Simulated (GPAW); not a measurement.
# Ballistic transport through a Ta chain with a Ti atom bridging one bond, cheap and dear, part 2 of 2

Aim: T(E), conductance and thermopower of a Ta chain with a Ti atom bridging one bond, and what cheaper settings cost in accuracy.

GPAW 26.7.0; GPAW LCAO, PAW setups; Landauer transmission from Green's functions with principal layers (ASE), zero bias.

So far, transmission at the Fermi level (one spin): step 2 (double-zeta polarised basis, PBE, GPAW) 3.82; step 3 (basis szp(dzp), PBE, GPAW) 3.83; step 4 (basis sz(dzp), PBE, GPAW) 3.82; step 5 (LDA) 3.86.

### 7. Comparison

The curves are compared point by point over the common energies.

This step: comparison of transmission and cost over codes and levels (GPAW 26.7.0).

Ladder, by row:

```
   step  code  T at the Fermi level (sum over the listed spins)  conductance (G0)  r.m.s. T(E) from the first  wall time (s)  peak memory (GiB)  threads
    dzp  GPAW                                             3.824             3.824                           0          170.9               1.41        1
    szp  GPAW                                              3.83             3.828                      0.1368          95.89               1.31        1
     sz  GPAW                                             3.825             3.823                      0.1552          77.67               1.29        1
dzp-LDA  GPAW                                             3.856             3.855                      0.1858          150.8               1.42        1
```

Transmission, zone mean, sum over the listed spins against energy, zero at the Fermi level:

```
energy (eV)   dzp   szp     sz  dzp-LDA
     -2.000  2.96  2.95   2.96     2.90
     -1.800  2.11  2.29   2.23     1.99
     -1.750  2.23  2.02   2.02     3.69
     -1.700  3.64  2.54   2.46     3.31
     -1.600  3.37  3.34   3.36     3.40
     -1.450  3.40  3.40   3.41     3.42
     -1.400  3.40  3.40   3.41     3.42
     -1.200  3.32  3.33   3.33     3.35
     -1.000  3.15  3.15   3.16     3.19
     -0.800  2.84  2.84   2.84     2.90
     -0.600  2.34  2.35   2.36     2.42
     -0.400  1.76  1.80   1.84     1.75
     -0.200  3.83  3.74   3.77     3.89
     -0.150  3.87  3.88   3.87     3.90
      0.000  3.82  3.83   3.82     3.86
      0.200  3.70  3.68   3.69     3.71
      0.400  3.64  3.62   3.66     3.65
      0.600  3.68  3.66   3.72     3.66
      0.800  3.63  3.66   3.67     3.64
      1.000  3.37  3.42   3.42     3.42
      1.200  2.83  2.96   2.97     2.98
      1.400  1.73  1.83   1.96     1.84
      1.600  1.16  1.23   1.32     1.20
      1.800  1.01  1.03  0.983    0.935
      2.000  1.57  1.63   1.67     1.33
```

### 8. Temperature 1000

Temperature enters only through the Fermi window.

This step: GPAW LCAO, PAW setups; Landauer transmission from Green's functions with principal layers (ASE), zero bias (GPAW 26.7.0).

Input file run.py:

```python
import json
import numpy as np
from ase import Atoms
from ase.transport.calculators import TransportCalculator
from gpaw import GPAW, FermiDirac
from gpaw.lcao.tools import get_lcao_hamiltonian
from scipy.linalg import eigh

# The junction with lead layers at both ends, along the third cell vector
device = Atoms(
    ['Ta', 'Ta', 'Ta', 'Ta', 'Ta', 'Ta', 'Ta', 'Ti', 'Ta', 'Ta', 'Ta', 'Ta', 'Ta', 'Ta', 'Ta'],
    positions=[
        [4.50000, 4.50000, 1.20000],
        [4.50000, 4.50000, 3.60000],
        [4.50000, 4.50000, 6.00000],
        [4.50000, 4.50000, 8.40000],
        [4.50000, 4.50000, 10.80000],
        [4.50000, 4.50000, 13.20000],
        [4.50000, 4.50000, 15.60000],
        [6.45335, 4.50000, 16.90000],
        [4.50000, 4.50000, 18.20000],
        [4.50000, 4.50000, 20.60000],
        [4.50000, 4.50000, 23.00000],
        [4.50000, 4.50000, 25.40000],
        [4.50000, 4.50000, 27.80000],
        [4.50000, 4.50000, 30.20000],
        [4.50000, 4.50000, 32.60000]],
    cell=[[9.0, 0.0, 0.0], [0.0, 9.0, 0.0], [0.0, 0.0, 33.8]],
    pbc=True)

# One principal layer of the lead: the first 5 atoms of the device
lead = Atoms(
    ['Ta', 'Ta', 'Ta', 'Ta', 'Ta'],
    positions=[
        [4.50000, 4.50000, 1.20000],
        [4.50000, 4.50000, 3.60000],
        [4.50000, 4.50000, 6.00000],
        [4.50000, 4.50000, 8.40000],
        [4.50000, 4.50000, 10.80000]],
    cell=[[9.0, 0.0, 0.0], [0.0, 9.0, 0.0], [0.0, 0.0, 12.0]],
    pbc=True)

settings = dict(mode='lcao', basis='dzp', xc='PBE', h=0.2,
                occupations=FermiDirac(0.1), maxiter=250,
                mixer=dict(beta=0.1, nmaxold=8, weight=100.0),
                convergence=dict(density=0.0001))
energies = np.arange(-2, 2 + 1e-9, 0.05)
eta = 0.0001
n1, n2 = 1, 1
# k and -k transmit alike, so half of the mesh across the current serves
mesh = [(i, j) for i in range(n1) for j in range(n2) if (i, j) <= (-i % n1, -j % n2)]
weights = np.array([1 if (i, j) == (-i % n1, -j % n2) else 2 for i, j in mesh]) / (n1 * n2)

# [... helper functions left out ...]
fermi_lead = ground_state(lead, (1, 1, 10), 'lead.txt')
fermi_device = ground_state(device, (1, 1, 3), 'device.txt')
# [... loop over the mesh left out, but for ...]
        # Shift the lead onto the potential of the device's first layer
        shift = ((H[:, 0, 0] - H0[:, 0, 0]) / S0[0, 0]).real.mean()
# [...]
kT = 8.617333e-5 * 1000
bias = [0.1, 0.2, 0.5, 1.0, 1.5, 2.0]
# [... integrals and printing left out ...]
```

Launch:

```bash
$ OMP_NUM_THREADS=1 OPENBLAS_NUM_THREADS=1 python run.py
```

The log of the run:

```text
basis functions: device 435, principal layer 145
Fermi level: lead -2.2740 eV, device -2.1275 eV; lead shifted by 0.0102 eV
largest coupling past the next layer 9.06e-08 eV, largest misfit of the first layer 0.066 eV
  E-E_F (eV)   T (one spin)  [channel counts left out]
    -2.000    2.9579e+00
    -1.950    2.9210e+00
    -1.900    2.8606e+00
    -1.850    2.6464e+00
    -1.800    2.1108e+00
    -1.750    2.2283e+00
    -1.700    3.6420e+00
    -1.650    3.3396e+00
    -1.600    3.3675e+00
    -1.550    3.3863e+00
    -1.500    3.3971e+00
    -1.450    3.4014e+00
    -1.400    3.4029e+00
    -1.350    3.3777e+00
    -1.300    3.3699e+00
    -1.250    3.3506e+00
[...]
1.650    1.0432e+00
     1.700    9.5474e-01
     1.750    9.3382e-01
     1.800    1.0149e+00
     1.850    1.2175e+00
     1.900    1.4038e+00
     1.950    1.5457e+00
     2.000    1.5739e+00
conductance at 1000 K: 3.6738 G0 a cell; thermopower -8.653 uV/K
current from the zero-bias T(E) at 0.1 V: 28.416 uA
current from the zero-bias T(E) at 0.2 V: 56.534 uA
current from the zero-bias T(E) at 0.5 V: 136.27 uA
current from the zero-bias T(E) at 1.0 V: 252.52 uA
current from the zero-bias T(E) at 1.5 V: 370.14 uA
current from the zero-bias T(E) at 2.0 V: 493.91 uA
```

Run time: 2.8 min. Hardware: 1 thread of Arm Neoverse V2, shared host; peak memory 1.4 GiB.

This step gave:

```
conductance                                    : 3.674 G₀
largest coupling past the next principal layer : 9.06e-8 eV
largest misfit of the first principal layer    : 0.06605 eV
shift that aligns the lead                     : 0.01017 eV
transmission at the Fermi level (one spin)     : 3.824
```

One spin. The transmission, zone mean by energy, zero at the Fermi level:

```
energy (eV)  transmission, zone mean
      -2.00                     2.96
      -1.85                     2.65
      -1.70                     3.64
      -1.60                     3.37
      -1.45                     3.40
      -1.30                     3.37
      -1.15                     3.29
      -1.05                     3.21
      -0.90                     3.02
      -0.75                     2.73
      -0.60                     2.34
      -0.50                     2.06
      -0.35                     1.51
      -0.20                     3.83
      -0.15                     3.87
      -0.05                     3.84
       0.00                     3.82
       0.05                     3.80
       0.20                     3.70
       0.35                     3.65
       0.50                     3.64
       0.60                     3.68
       0.75                     3.67
       0.90                     3.53
       1.05                     3.27
       1.15                     3.01
       1.30                     2.27
       1.45                     1.57
       1.60                     1.16
       1.70                    0.955
       1.85                     1.22
       2.00                     1.57
```

Not self-consistent under bias; the bias window is split evenly. Table of current through one cell, from the zero-bias transmission by bias:

```
bias (V)  current through one cell, from the zero-bias transmission (μA)
   0.100                                                            28.4
   0.200                                                            56.5
   0.500                                                             136
   1.000                                                             253
   1.500                                                             370
   2.000                                                             494
```

Table of transmission of the three most open eigenchannels by energy, zero at the Fermi level:

```
energy (eV)  channel 1  channel 2  channel 3
      -2.00      0.999      0.983      0.976
      -1.85      0.998      0.991      0.658
      -1.70      0.997      0.995      0.924
      -1.60      0.996      0.988      0.739
      -1.45      0.996      0.955      0.807
      -1.30      0.996      0.908      0.845
      -1.15      0.995      0.870      0.850
      -1.05      0.994      0.880      0.800
      -0.90      0.990      0.886      0.700
      -0.75      0.989      0.881      0.521
      -0.60      0.988      0.864      0.272
      -0.50      0.988      0.829      0.149
      -0.35      0.993      0.293      0.195
      -0.20      0.985      0.983      0.983
      -0.05      0.996      0.989      0.984
       0.00      0.997      0.989      0.984
       0.05      0.997      0.988      0.983
       0.20      0.998      0.975      0.974
       0.35      0.997      0.960      0.941
       0.50      0.990      0.954      0.877
       0.60      0.990      0.941      0.819
       0.75      0.975      0.958      0.752
       0.90      0.984      0.946      0.709
       1.05      0.996      0.908      0.668
       1.15      0.999      0.864      0.658
       1.30      0.981      0.588      0.504
       1.45      0.920      0.472      0.119
       1.60      0.896      0.225     0.0220
       1.70      0.878     0.0736    0.00239
       1.85      0.775      0.429     0.0111
       2.00      0.908      0.529     0.0980
```

With these changes, and at 1000 K in place of 77 K, the conductance is 3.67 G₀ against 3.82 in the dzp run; T at the Fermi level, which temperature doesn't enter, is 3.82 against 3.82.

### 9. Another change of settings

A last run, with other settings again.

Changes to run.py since step 8:

```diff
@@ -43,3 +43,3 @@
 settings = dict(mode='lcao', basis='dzp', xc='PBE', h=0.2,
-                occupations=FermiDirac(0.1), maxiter=250,
+                occupations=FermiDirac(0.1), maxiter=75,
                 mixer=dict(beta=0.1, nmaxold=8, weight=100.0),
@@ -54,3 +54,3 @@
 # [... helper functions left out ...]
-fermi_lead = ground_state(lead, (1, 1, 10), 'lead.txt')
+fermi_lead = ground_state(lead, (1, 1, 1), 'lead.txt')
 fermi_device = ground_state(device, (1, 1, 3), 'device.txt')
@@ -60,3 +60,3 @@
 # [...]
-kT = 8.617333e-5 * 1000
+kT = 8.617333e-5 * 77
 bias = [0.1, 0.2, 0.5, 1.0, 1.5, 2.0]
```

The log of the run:

```text
basis functions: device 435, principal layer 145
Fermi level: lead -1.8197 eV, device -2.1275 eV; lead shifted by 0.1466 eV
largest coupling past the next layer 9.03e-08 eV, largest misfit of the first layer 0.266 eV
  E-E_F (eV)   T (one spin)  [channel counts left out]
    -2.000    2.8608e+00
    -1.950    2.8996e+00
    -1.900    2.8415e+00
    -1.850    2.6356e+00
    -1.800    2.3208e+00
    -1.750    2.3907e+00
    -1.700    2.7901e+00
    -1.650    3.1010e+00
    -1.600    3.3557e+00
    -1.550    3.5138e+00
    -1.500    3.4907e+00
    -1.450    3.4713e+00
    -1.400    3.4424e+00
    -1.350    3.4090e+00
    -1.300    3.3717e+00
    -1.250    3.3310e+00
[...]
1.650    1.1029e+00
     1.700    1.0381e+00
     1.750    1.0336e+00
     1.800    1.0942e+00
     1.850    1.1774e+00
     1.900    1.5577e-01
     1.950    9.6469e-01
     2.000    2.3849e-01
conductance at 77 K: 3.7092 G0 a cell; thermopower 0.9595 uV/K
current from the zero-bias T(E) at 0.1 V: 28.903 uA
current from the zero-bias T(E) at 0.2 V: 58.319 uA
current from the zero-bias T(E) at 0.5 V: 142.19 uA
current from the zero-bias T(E) at 1.0 V: 248.5 uA
current from the zero-bias T(E) at 1.5 V: 367.8 uA
current from the zero-bias T(E) at 2.0 V: 492.34 uA
```

Elapsed: 2.8 min, on 1 thread; peak memory 1.4 GiB.

The run finished. A setting was moved off its sound value on purpose, so it serves as a test and not as the result.

The fault put into the input: one k-point along the lead (lead_nz = 1).

The two runs compared:

```
                                           quantity  this run  sound run  difference
                                   conductance (G₀)    3.7092     3.8237      -0.114
largest coupling past the next principal layer (eV)  9.026e-8   9.060e-8    -3.4e-10
   largest misfit of the first principal layer (eV)   0.26570   0.066054       0.200
                    shift that aligns the lead (eV)   0.14663   0.010175       0.136
         transmission at the Fermi level (one spin)    3.6983     3.8242      -0.126
```

The two runs differ clearly in the largest misfit of the first principal layer: 0.266 eV against 0.0661 eV.

### 10. What came out

| Item | Value |
| --- | --- |
| conductance | 3.82 G₀ |
| transmission at the Fermi level, mean of the spins | 3.82 |
| thermopower | about 0 (under 1.5 μV/K) |

In words: In the dzp basis the junction conducts 3.82 G₀ at 77 K, with T = 3.82 a spin at the Fermi level; the sz basis reaches that conductance within 10 %. At the Fermi level the three most open eigenchannels pass 1.00, 0.99 and 0.98. Measured against the first run (dzp), the nearest curve is that of szp (r.m.s. 0.14) and the farthest that of dzp-LDA (0.19). Over the compared runs wall time goes from 78 s (sz) to 171 s (dzp), on a shared host. The geometry was built from estimated bond lengths and not relaxed, so the numbers describe this model structure. The run had no spin polarisation, so a magnetic state, which chains and small molecules with open shells often have, wasn't tested. Spin-orbit coupling is left out, which matters for the heavy atoms here. An evenly spaced straight chain is an idealisation: free chains tend to dimerise, zigzag or, where a band edge lies near the Fermi level, turn magnetic. The currents use the zero-bias T(E) throughout, which holds only while the bias is small against the distance to the nearest feature. The energy step is wider than the thermal energy, so the conductance and thermopower rest on interpolation of T(E).

[Logs are printed without paths, hosts, clocks, repeated set-up lines and the standing remarks that a program may print on its own settings, such as how far it seeks lower states.]

[Hosts, paths, dates, database ids (printed as entryN), source tags and the programs' standing remarks are cut or masked in the printed files.]
